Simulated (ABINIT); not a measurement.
An input for ABINIT 10.8.3 (KCaF3 (Pm-3m)):

```
acell 3*1.0 Angstrom
rprim 
  4.481726000000 0.000000000000 0.000000000000
  0.000000000000 4.481726000000 0.000000000000
  0.000000000000 0.000000000000 4.481726000000
ntypat 3
znucl 19 20 9
natom 5
typat 1 2 3 3 3
xred 
  0.500000000000 0.500000000000 0.500000000000
  0.000000000000 0.000000000000 0.000000000000
  0.000000000000 0.500000000000 0.000000000000
  0.000000000000 0.000000000000 0.500000000000
  0.500000000000 0.000000000000 0.000000000000
pp_dirpath "pseudos"
pseudos "K.upf, Ca.upf, F.upf"
ecut 36
ngkpt 2 2 2
nshiftk 1
shiftk 0 0 0
kptopt 1
chksymbreak 0
istwfk *1
occopt 1
irdwfk 1
optdriver 3
nband 79
ecuteps 3.9
inclvkb 2
awtr 1
symchi 1
irdqps 1
gwcalctyp 10
nqptdm 3
qptdm 
  0.5000000000 0.0000000000 0.0000000000
  0.5000000000 0.5000000000 0.0000000000
  0.5000000000 0.5000000000 0.5000000000
indata_prefix "in"
outdata_prefix "out"
tmpdata_prefix "tmp"
```

```sh
OMP_NUM_THREADS=1 mpirun -n 4 abinit run.abi > log; mrgscr < mrgscr.stdin
```

How long will it take on 4 MPI ranks of Intel Xeon Platinum 8259CL at 2.50GHz (Skylake/Cascade Lake), shared host, and how much memory?

It took 15 s; on shared hardware allow 7.7 s to 31 s. Peak host memory was 0.7 GiB.

[Paths, hosts, dates, memory and timing lines, banners, echoed tables and standing remarks are left out of the program output.]

[Logs are printed without paths, hosts, clocks, repeated set-up lines and the standing remarks that a program may print on its own settings, such as how far it seeks lower states.]

[Runs of the session that timed out or met a known fault of the program may be left out.]

[Hosts, paths, dates, database ids (printed as entryN), source tags and the programs' standing remarks are cut or masked in the printed files.]

[G0W0 gaps are taken among the corrected bands and points alone; a level outside them can change the order at an edge.]

[Where Ansatz stands beside ABINIT at settings called matched, ABINIT's density can come from a denser mesh and the files from another edition; pairs whose starting gaps differed by over 0.03 eV were left out, so agreement reads better than it is.]
